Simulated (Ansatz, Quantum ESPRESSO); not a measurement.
# SrZrTe3 (Pm-3m): zone-centre phonons

Which modes does SrZrTe3 (Pm-3m) have at the zone centre?

Method: DFT LDA, scalar-relativistic, plane waves, PseudoDojo norm-conserving pseudopotentials, in Quantum ESPRESSO 8.0 development, patched.

Most raw output is cut from this account.

The structure was built from a prototype and need not be the compound's stable phase.

## (1) The starting structure

Symmetry: Pm-3m, No. 221, cubic system. The conventional cell has a = 5.684 Å, b = 5.684 Å, c = 5.684 Å, α = 90.00°, β = 90.00°, γ = 90.00°. Nearest to Sr lie 12 Te at 4.02 Å. Nearest to Zr lie 6 Te at 2.84 Å. Te has 2 Zr at 2.84 Å and 4 Sr at 4.02 Å nearest. Farther neighbours and most contacts between anions are not listed.

## (2) A first look

A cheap run with smearing and empty bands tells whether the crystal has a gap, which decides between fixed occupations and smearing later on.

File probe.in:

```
 &control
    calculation='scf',
    prefix='x',
    outdir='./tmp',
    pseudo_dir='./pseudo',
    tprnfor=.true.,
    tstress=.true.,
    verbosity='high',
 /
 &system
    ibrav=1,
    celldm(1)=10.74158124,
    nat=5,
    ntyp=3,
    ecutwfc=82.0,
    occupations='smearing',
    smearing='gaussian',
    degauss=0.01,
 /
 &electrons
    conv_thr=1.0d-07,
    mixing_beta=0.7,
    electron_maxstep=100,
 /
ATOMIC_SPECIES
 Sr     87.6200  Sr.upf
 Zr     91.2240  Zr.upf
 Te    127.6000  Te.upf
ATOMIC_POSITIONS crystal
 Sr     0.000000000   0.000000000   0.000000000
 Zr     0.500000000   0.500000000   0.500000000
 Te     0.500000000   0.500000000   0.000000000
 Te     0.500000000   0.000000000   0.500000000
 Te     0.000000000   0.500000000   0.500000000
K_POINTS automatic
 4 4 4 0 0 0
```

Command:

```sh
OMP_NUM_THREADS=1 mpirun -n 4 pw.x -nk 4 -in probe.in > probe.out
```

Run time: 32 s. Hardware: 4 MPI ranks of Arm Neoverse V1, shared host; 2.1 min of CPU time.

This step gave:

```yaml
volume_per_atom: 36.73 Å³
pressure: -4.035 GPa
gap_on_the_k_mesh: 0 eV
```

No gap opens on this mesh, so smearing is kept; the start stands at -4.0 GPa.

## (3) Relaxing the cell and atoms

The relaxation runs at a cutoff a fifth above that of the response, since stress converges more slowly with the basis than frequencies do. Forces and stress are brought to rest with tight thresholds.

File relax.in:

```
 &control
    calculation='vc-relax',
    prefix='x',
    outdir='./tmp',
    pseudo_dir='./pseudo',
    tprnfor=.true.,
    tstress=.true.,
    forc_conv_thr=2.0d-05,
    etot_conv_thr=1.0d-07,
    nstep=40,
 /
 &system
    ibrav=1,
    celldm(1)=10.74158124,
    nat=5,
    ntyp=3,
    ecutwfc=98,
    occupations='smearing',
    smearing='mv',
    degauss=0.02,
 /
 &electrons
    conv_thr=1.0d-11,
    mixing_beta=0.7,
    electron_maxstep=100,
 /
 &ions
 /
 &cell
    press_conv_thr=0.2,
 /
ATOMIC_SPECIES
 Sr     87.6200  Sr.upf
 Zr     91.2240  Zr.upf
 Te    127.6000  Te.upf
ATOMIC_POSITIONS crystal
 Sr     0.000000000   0.000000000   0.000000000
 Zr     0.500000000   0.500000000   0.500000000
 Te     0.500000000   0.500000000   0.000000000
 Te     0.500000000   0.000000000   0.500000000
 Te     0.000000000   0.500000000   0.500000000
K_POINTS automatic
 6 6 6 0 0 0
```

Command:

```sh
OMP_NUM_THREADS=1 mpirun -n 4 pw.x -nk 4 -in relax.in > relax.out
```

Wall time 11 min (4 MPI ranks).

The steps of the relaxation:

| step | energy less that of the first step (eV) | largest force (eV/Å) | pressure (GPa) | volume (Å³) |
| --- | --- | --- | --- | --- |
| 1 | 0.0000 | 0.0000 | -3.88 | 183.66 |
| 2 | -0.0790 | 0.0000 | -3.13 | 180.05 |
| 3 | -0.1627 | 0.0000 | -1.87 | 174.73 |
| 4 | -0.2018 | 0.0000 | 0.25 | 167.38 |
| 5 | -0.2024 | 0.0000 | -0.02 | 168.22 |
| 6 | -0.2024 | 0.0000 | 0.00 | 168.17 |
| 7 | -0.2024 | 0.0000 | 0.00 | 168.17 |
| 8 | -0.2009 | 0.0000 | 0.01 | 168.17 |

| conventional cell, symmetrised | before | after | change |
| --- | --- | --- | --- |
| a (Å) | 5.684 | 5.520 | -2.9 % |
| b (Å) | 5.684 | 5.520 | -2.9 % |
| c (Å) | 5.684 | 5.520 | -2.9 % |
| volume (Å³/atom) | 36.73 | 33.63 | -8.4 % |

The relaxed structure:

```
CELL_PARAMETERS angstrom
5.51968 0.00000 0.00000
0.00000 5.51968 0.00000
0.00000 0.00000 5.51968
ATOMIC_POSITIONS crystal
Sr 0.00000 0.00000 0.00000
Zr 0.50000 0.50000 0.50000
Te 0.50000 0.50000 0.00000
Te 0.50000 0.00000 0.50000
Te 0.00000 0.50000 0.50000
```

The last row of the table of steps is pw.x's closing run on a basis chosen anew for the final cell, so its energy can jump.

This step gave:

```
volume per atom : 33.63 Å³
pressure        : 0.005 GPa
```

The volume changes by -8.4 % from the cell with which this run began.

## (4) Self-consistent run for the response

The response is built on this ground state, so it is converged far tighter than an energy would need. Smearing stays on, as the first look found no gap above 0.3 eV.

File scf.in:

```
 &control
    calculation='scf',
    prefix='x',
    outdir='./tmp',
    pseudo_dir='./pseudo',
    tprnfor=.true.,
    tstress=.true.,
 /
 &system
    ibrav=1,
    celldm(1)=10.43069102,
    nat=5,
    ntyp=3,
    ecutwfc=82.0,
    occupations='smearing',
    smearing='mv',
    degauss=0.02,
 /
 &electrons
    conv_thr=1.0d-12,
    mixing_beta=0.7,
    electron_maxstep=100,
 /
ATOMIC_SPECIES
 Sr     87.6200  Sr.upf
 Zr     91.2240  Zr.upf
 Te    127.6000  Te.upf
ATOMIC_POSITIONS crystal
 Sr     0.000000000   0.000000000   0.000000000
 Zr     0.500000000   0.500000000   0.500000000
 Te     0.500000000   0.500000000   0.000000000
 Te     0.500000000   0.000000000   0.500000000
 Te     0.000000000   0.500000000   0.500000000
K_POINTS automatic
 6 6 6 0 0 0
```

Command:

```sh
OMP_NUM_THREADS=1 mpirun -n 4 pw.x -nk 4 -in scf.in > scf.out
```

Run time: 59 s. Hardware: 4 MPI ranks.

This step gave:

- pressure: 0.003000 GPa

The cell stands at 0.0030 GPa, close enough for phonons.

## (5) Linear response at Γ

At q = 0 one unit cell holds all displacements; symmetry groups them into irreducible representations that are solved one by one. With smeared occupations no response to a homogeneous field can be asked.

File ph.in:

```
phonons
 &inputph
    prefix='x',
    outdir='./tmp',
    fildyn='g.dyn',
    tr2_ph=1.0d-18,
    alpha_mix(1)=0.4,
    nmix_ph=8,
 /
0.000000000000 0.000000000000 0.000000000000
```

Command:

```sh
OMP_NUM_THREADS=1 mpirun -n 4 ph.x -nk 4 -in ph.in > ph.out
```

It took 45 min on 4 MPI ranks; 3 h of CPU time.

This step gave:

```yaml
largest_acoustic_frequency_at_the_zone_centre_before_the_sum_rule: -0.54 cm⁻¹
highest_optical_zone_centre_mode_no_lo_to_term: 218.8 cm⁻¹
lowest_optical_zone_centre_mode: -61.81 cm⁻¹
```

The acoustic modes at Γ come out as far as 0.5 cm⁻¹ from zero, where they should vanish, a small numerical error. The lowest optical mode is imaginary, 62i cm⁻¹, an instability at this level and on this k mesh.

## (6) Modes with the sum rule

A rigid shift of the crystal must cost nothing, but grids and finite bases break this; the acoustic sum rule is imposed before the matrix is diagonalised again.

File dynmat.in:

```
 &input
    fildyn='g.dyn',
    asr='simple',
    fileig='dynmat.eig',
 /
```

Command:

```sh
dynmat.x -in dynmat.in > dynmat.out
```

Elapsed: 0.48 s, on 1 thread.

This step gave:

```yaml
lowest_optical_zone_centre_mode: -61.82 cm⁻¹
```

Unit eigenvectors of the mass-weighted matrix after the sum rule; no LO-TO term. The modes at Γ (shares of kinetic energy by element, %) (negative means imaginary):

| mode | frequency (cm⁻¹) | Sr % | Zr % | Te % |
| --- | --- | --- | --- | --- |
| 1 | -61.8 | 83 | 1 | 15 |
| 2 | -61.8 | 83 | 1 | 15 |
| 3 | -61.8 | 83 | 1 | 15 |
| 4 | -45.3 | 0 | 0 | 100 |
| 5 | -45.3 | 0 | 0 | 100 |
| 6 | -45.3 | 0 | 0 | 100 |
| 7 | -7.1 | 1 | 44 | 55 |
| 8 | -7.1 | 1 | 44 | 55 |
| 9 | -7.1 | 1 | 44 | 55 |
| 10 | 0.0 | 16 | 16 | 68 |
| 11 | 0.0 | 16 | 16 | 68 |
| 12 | 0.0 | 16 | 16 | 68 |
| 13 | 218.8 | 0 | 38 | 62 |
| 14 | 218.8 | 0 | 38 | 62 |
| 15 | 218.8 | 0 | 38 | 62 |

Displacements in mode 2 (-61.8 cm⁻¹), the largest set to 1:
```
Sr1  0.28  1.00 -0.86
Zr2 -0.03 -0.12  0.10
Te3 -0.07 -0.23  0.12
Te4 -0.07 -0.14  0.20
Te5 -0.04 -0.23  0.20
```

Displacements in mode 14 (218.8 cm⁻¹), the largest set to 1:
```
Sr1  0.00  0.00 -0.02
Zr2  0.00  0.00 -0.95
Te3  0.00  0.00  1.00
Te4  0.00  0.00 -0.15
Te5  0.00  0.00 -0.15
```

The rule moves no optical mode by more than 0.1 cm⁻¹.

## (7) Sum rules set otherwise: a sum rule for molecules or wires on a crystal

This rule also removes rotations, which suits molecules and not a crystal; it is tried to see the harm.

File dynmat.in:

```
 &input
    fildyn='g.dyn',
    asr='zero-dim',
    fileig='dynmat.eig',
 /
```

Command:

```sh
dynmat.x -in dynmat.in > dynmat.out
```

It took 0.45 s on 1 thread.

The run ended normally, but on settings that are not sound.

The fault: a sum rule for molecules or wires on a crystal; 3 optical modes are projected out to zero frequency, as if they were rotations.

For a crystal the rule has to be 'simple' or 'crystal'.

Zone-centre frequencies as printed; negative means imaginary. Modes:

| mode | frequency (cm⁻¹) |
| --- | --- |
| 1 | -61.81 |
| 2 | -51.81 |
| 3 | -51.81 |
| 4 | -33.6 |
| 5 | -33.6 |
| 6 | -7.11 |
| 7 | 0 |
| 8 | 0 |
| 9 | 0 |
| 10 | 0 |
| 11 | 0 |
| 12 | 0 |
| 13 | 218.8 |
| 14 | 219.9 |
| 15 | 219.9 |

## (8) Sum rules set otherwise (asr crystal)

The rule can be imposed in more than one way; the choices should agree where the raw error is small.

File dynmat.in:

```
 &input
    fildyn='g.dyn',
    asr='crystal',
    fileig='dynmat.eig',
 /
```

Command:

```sh
dynmat.x -in dynmat.in > dynmat.out
```

The job ended after 0.45 s (1 thread).

Read from the output:

| Quantity | Value |
| --- | --- |
| lowest optical zone-centre mode | -61.81 cm⁻¹ |

Zone-centre frequencies as printed; negative means imaginary. Modes:

| mode | frequency (cm⁻¹) |
| --- | --- |
| 1 | -61.81 |
| 2 | -61.81 |
| 3 | -61.81 |
| 4 | -45.27 |
| 5 | -45.27 |
| 6 | -45.27 |
| 7 | -7.11 |
| 8 | -7.11 |
| 9 | -7.11 |
| 10 | 0 |
| 11 | 0 |
| 12 | 0 |
| 13 | 218.8 |
| 14 | 218.8 |
| 15 | 218.8 |

Against the first rule no mode moves by more than 0.1 cm⁻¹.

## (9) A second program

The same cell goes through another code at the same cutoff. The files are of one family, but Ansatz's library holds files of its own making for some heavy elements, so those for Te may differ. Its k mesh is centred on Γ.

This step: DFT LDA, scalar-relativistic, plane waves, norm-conserving pseudopotentials of its library (PseudoDojo's, some remade) (Ansatz 0.2.0).

File input.yaml:

```yaml
crystal:
  lattice:
    - [5.5196839798, 0.0, 0.0]
    - [0.0, 5.5196839798, 0.0]
    - [0.0, 0.0, 5.5196839798]
  atoms:
    - { symbol: Sr, position: [0.0, 0.0, 0.0] }
    - { symbol: Zr, position: [0.5, 0.5, 0.5] }
    - { symbol: Te, position: [0.5, 0.5, 0.0] }
    - { symbol: Te, position: [0.5, 0.0, 0.5] }
    - { symbol: Te, position: [0.0, 0.5, 0.5] }
kpoints:
  mp_grid: { grid: [6, 6, 6] }
hamiltonian:
  xc: lda
  pseudopotentials: { kind: nc, accuracy: standard }
scf:
  occupations: { method: cold, width: 0.27211 }
output:
  eigenvalues: true
basis:
  ecutwfc: 1115.667
phonons:
  method: dfpt
```

Command:

```sh
ansatz run input.yaml --threads 4 --pin off --max-ram 16384MiB --backend cpu --events-out ev --progress --plain --runs-dir out
```

Run time: 4.4 min. Hardware: 4 threads; peak memory 5.6 GiB.

Read from the output:

| Quantity | Value |
| --- | --- |
| sum-rule residual before enforcement | 2.57e-4 eV/Å² |
| highest optical zone-centre mode (no LO-TO term) | 217.4 cm⁻¹ |
| lowest optical zone-centre mode | -61.84 cm⁻¹ |

## (10) Side by side: QE PseudoDojo and Ansatz, library NC

Numbers from this step:

- root-mean-square difference: 3.38 cm⁻¹
- largest difference: 6.6 cm⁻¹

The 12 of 12 modes that differ most. Frequencies side by side:

| q (reciprocal lattice) | mode | QE PseudoDojo (cm⁻¹) | Ansatz, library NC (cm⁻¹) |
| --- | --- | --- | --- |
| 0 0 0 | 1 | -61.82 | -61.84 |
| 0 0 0 | 2 | -61.82 | -61.84 |
| 0 0 0 | 3 | -61.82 | -61.84 |
| 0 0 0 | 4 | -45.26 | -45.71 |
| 0 0 0 | 5 | -45.26 | -45.71 |
| 0 0 0 | 6 | -45.26 | -45.71 |
| 0 0 0 | 7 | -7.09 | -13.69 |
| 0 0 0 | 8 | -7.09 | -13.69 |
| 0 0 0 | 9 | -7.09 | -13.69 |
| 0 0 0 | 13 | 218.8 | 217.4 |
| 0 0 0 | 14 | 218.8 | 217.4 |
| 0 0 0 | 15 | 218.8 | 217.4 |

At the zone centre the largest difference (acoustic modes at Γ apart) is 3 % of the highest mode.

## (11) Summary of results

| Item | Value |
| --- | --- |
| space group after relaxation | Pm-3m |
| volume per atom | 33.6 Å³ |
| highest optical zone-centre mode (no LO-TO term) | 218.8 cm⁻¹ |
| lowest optical zone-centre mode | -61.8 cm⁻¹ |
| imaginary optical modes at the zone centre (no q mesh in this session) | yes |
| largest difference from Ansatz, library NC | 6.6 cm⁻¹ |

At the LDA level the optical modes of SrZrTe3 (Pm-3m) at the zone centre run from 62i to 219 cm⁻¹, so the structure is a saddle point, with 6 modes beyond 10i cm⁻¹ there. Of the 12 optical modes, 9 are infrared active alone and 3 are silent. QE PseudoDojo and Ansatz, library NC differ by 3.4 cm⁻¹ in the root mean square and by 6.6 cm⁻¹ at most, 3.0 % of the highest mode compared (acoustic modes at Γ left out); the two use different potentials, and the cell was not relaxed for the second set. These are harmonic frequencies at zero temperature: anharmonic shifts and linewidths and thermal expansion are left out. Spin-orbit coupling is left out, which can matter for the heavy elements here. In a metal the frequencies hang on the k mesh and the smearing, most of all near Kohn anomalies. The total energies of the two programs lie far apart, so at least one potential file in Ansatz's library differs from the published one read by the first program. The build is a development version in which the Raman tensors of release 7.5 are mended; dynmat.x leaves out the electro-optic term of LO lines. The structure is a hypothetical one, built on a prototype.

[Host names and launcher messages were left out of these logs when they were recorded.]

[Logs are printed without paths, hosts, clocks, repeated set-up lines and the standing remarks that a program may print on its own settings, such as how far it seeks lower states.]

[Hosts, paths, dates, database ids (printed as entryN), source tags and the programs' standing remarks are cut or masked in the printed files.]
